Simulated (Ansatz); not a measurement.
# Mo wire along [100], 21 atoms a period: bands along the axis, part 2 of 2

Wanted: the relaxed geometry and the bands of the Mo wire along [100], 21 atoms a period.

Ansatz 0.2.0; DFT PBE, plane waves, PAW; relaxation of a wire's period; PAW set soft_1 (the session's first sound run).

So far: Set-up; The relaxed wire.

## Step 2: The relaxed wire (continued)

The steps of the relaxation:

```csv
step,energy less that of the first step (eV),largest force component (eV/Å),pressure (GPa),volume (Å³)
1,0.0000,1.9768,-6.62,837.52
2,-1.6690,0.9903,2.77,803.44
3,-2.0719,0.4291,0.29,838.66
4,-2.2422,0.1872,-0.41,825.40
5,-2.2697,0.0983,-0.25,826.56
6,-2.2742,0.0100,0.00,826.63
7*,-2.2729,0.0100,0.00,826.63
```

Relaxation steps marked * repeat the geometry before them on a plane-wave basis chosen anew for their cell, so energy and pressure can jump there.

Forces are held to the 16 operations that the run works with; a distortion that breaks them can't arise in this run.

```csv
cell as run,before,after,change
c (Å),3.160,3.119,-1.3 %
```

The atoms that moved most (Å, along periodic axes as changes of fractional coordinates times the final cell, across vacuum about the mean position):

```
atom      dx      dy     dz  length
Mo11   0.220  -0.003  0.000   0.220
Mo16  -0.003   0.220  0.000   0.220
Mo12   0.003   0.220  0.000   0.220
Mo10   0.220   0.003  0.000   0.220
Mo19  -0.003  -0.220  0.000   0.220
Mo21  -0.220  -0.003  0.000   0.220
Mo20  -0.220   0.003  0.000   0.220
Mo15   0.003  -0.220  0.000   0.220
```

This step gave:

```yaml
energy_at_zero_smearing: -104055.2417 eV
cell_length_along_the_wire: 3.119 Å
```

The cell's length comes to 3.119 Å with spin left out.

## Step 3: Bands of the perfect wire

This step: DFT PBE, plane waves, PAW; bands of a perfect wire; PAW set soft_1 (Ansatz 0.2.0).

At the relaxed period the bands are computed along the axis; those that cross an energy going forward count the channels that a perfect wire would open there.

Contents of input.yaml:

```yaml
crystal:
  lattice:
    - [16.28, 0.0, 0.0]
    - [0.0, 16.28, 0.0]
    - [0.0, 0.0, 3.1189014764]
  atoms:
    - { symbol: Mo, position: [0.307953303, 0.307953303, 0.0] }
    - { symbol: Mo, position: [0.304751873, 0.5, 0.0] }
    - { symbol: Mo, position: [0.307953303, 0.692046697, 0.0] }
    - { symbol: Mo, position: [0.5, 0.304751873, 0.0] }
    - { symbol: Mo, position: [0.5, 0.5, 0.0] }
    - { symbol: Mo, position: [0.5, 0.695248127, 0.0] }
    - { symbol: Mo, position: [0.692046697, 0.307953303, 0.0] }
    - { symbol: Mo, position: [0.695248127, 0.5, 0.0] }
    - { symbol: Mo, position: [0.692046697, 0.692046697, 0.0] }
    - { symbol: Mo, position: [0.222370453, 0.403119083, 0.5] }
    - { symbol: Mo, position: [0.222370453, 0.596880917, 0.5] }
    - { symbol: Mo, position: [0.403119083, 0.222370453, 0.5] }
    - { symbol: Mo, position: [0.403539521, 0.403539521, 0.5] }
    - { symbol: Mo, position: [0.403539521, 0.596460479, 0.5] }
    - { symbol: Mo, position: [0.403119083, 0.777629547, 0.5] }
    - { symbol: Mo, position: [0.596880917, 0.222370453, 0.5] }
    - { symbol: Mo, position: [0.596460479, 0.403539521, 0.5] }
    - { symbol: Mo, position: [0.596460479, 0.596460479, 0.5] }
    - { symbol: Mo, position: [0.596880917, 0.777629547, 0.5] }
    - { symbol: Mo, position: [0.777629547, 0.403119083, 0.5] }
    - { symbol: Mo, position: [0.777629547, 0.596880917, 0.5] }
kpoints:
  mp_grid: { grid: [1, 1, 26] }
  band_path: { path: ["Γ", Z], npoints: 90 }
scf:
  occupations: { method: fermi_dirac, width: 0.05 }
hamiltonian:
  xc: pbe
  pseudopotentials: { kind: paw, azcp: { folder: soft_1 } }
output:
  dos: { e_range: [-5, 4] }
  write_potential: true
  write_density: true
  volumetric_format: npy
```

On the command line:

```
> ansatz run input.yaml --threads 4 --pin off --max-ram 16384MiB --backend cpu --events-out ev --progress --plain --runs-dir out
```

Numbers of over 12 decimals in the logs are rounded to 6 here.

The program printed:

```text
[...]
Crystal: 21 atoms, lattice volume = 826.629 Å³
Basis set: ecut = 420 eV, 16203 PW (Γ)
Bands: 177, of which v1, the nominal top of the filled ones, is band 147 counted from 1 (146 counted from 0)
Symmetry: 16 space group operations
[...]
k-points: 14 of 26
[...]
SCF iter   1: F=—  HF=-104075.585032 eV  |F-HF|=—  |Δ(HF+E_count)|=         —  Δρ=6.63e-2  dr2=1.61e2  ethr=3.10e-3  ⟨swp⟩=9.7  Hψ=12013  notcnv=0
[...]
SCF iter  12: F=-104055.321097 eV  HF=-104055.321097 eV  |F-HF|=7.04e-9  |Δ(HF+E_count)|=   3.30e-8  Δρ=1.06e-6  dr2=1.81e-8  ethr=3.40e-11  ⟨swp⟩=11.3  Hψ=8018  notcnv=0
SCF 1 converged in 12 iterations: F = -104055.321097 eV  dr2 = 1.81e-8
[...]
NSCF: frozen V_eff on 91 k-points
WARN: The output density's exchange-correlation potential varies sharply where the density is thin. Do not read a vacuum level from v_tot or v_xc, or from such a field of the output density. On a cell that repeats whose density bears no net charge and no dipole along the vacuum's axis use v_es (v_loc + v_h of the components); under efield.dipole_correction with no amplitude use v_es + v_field, which holds any externa [...]
SCF converged after 12 iterations
Free energy (F): -104055.321097 eV
[...]
Internal energy: -104055.162579 eV  (E = F + TS)
E sigma→0 (E₀):  -104055.241838 eV
Entropy (-TS):   -0.158519 eV (-7.549 meV/atom)
Fermi energy:    6.073839 eV
[...]
--- Band table (eV; the first three rows and the last of 14) ---
  k-point 0: bands = [... 143 lower, 5.6386, 5.6537, 5.7281, 5.8520, 6.0185, 6.0354, 6.2188, 6.2538, ... 26 higher]
  k-point 1: bands = [... 143 lower, 5.5905, 5.7245, 5.7340, 5.7855, 5.9474, 6.1511, 6.1863, 6.2606, ... 26 higher]
  k-point 2: bands = [... 143 lower, 5.5349, 5.6012, 5.7261, 5.7693, 6.0318, 6.1272, 6.2597, 6.3119, ... 26 higher]
  k-point 13: bands = [... 143 lower, 6.2077, 6.2434, 6.3057, 6.4275, 6.4275, 6.8929, 6.9020, 7.0305, ... 26 higher]
```

Elapsed: 3.5 min, on 4 threads of Intel Xeon Platinum 8259CL at 2.50GHz (Skylake/Cascade Lake), shared host; peak memory 6.9 GiB.

The column dr2 measures how far the density is from self-consistency, as an energy; F and HF (Harris–Foulkes) agree once it is small.

This step gave:

```
energy at zero smearing : -104055.2418 eV
band gap                : 0 eV
```

Electronic bands along the path, in eV, zero at the Fermi level; # counts the bands kept:

```
  point    #47    #48    #49    #50    #51    #52   #53   #54
      Γ  -0.44  -0.42  -0.35  -0.22  -0.06  -0.04  0.14  0.18
halfway  -0.68  -0.51  -0.18  -0.18   0.15   0.17  0.17  0.19
      Z   0.13   0.17   0.23   0.35   0.35   0.82  0.83  0.96
```

Between Γ and Z the bands cross the Fermi level 12 times, so a perfect wire would conduct at least 12 G₀, with spin left out.

## Step 4: Summary of results

| Item | Value |
| --- | --- |
| cell length, PBE | 3.119 Å |
| ballistic conductance by band crossings, a lower bound, PBE | 12 G₀ |

In words: Under PBE the cell's length is 3.12 Å, and the bands cross the Fermi level 12 times between Γ and Z, which gives a perfect wire at least 12 G₀ (opposite crossings within one step of the path cancel in such a count). No spin was allowed, though thin wires with open d shells can turn magnetic.

[Logs are printed without paths, hosts, clocks, repeated set-up lines and the standing remarks that a program may print on its own settings, such as how far it seeks lower states.]

[Hosts, paths, dates, database ids (printed as entryN), source tags and the programs' standing remarks are cut or masked in the printed files.]
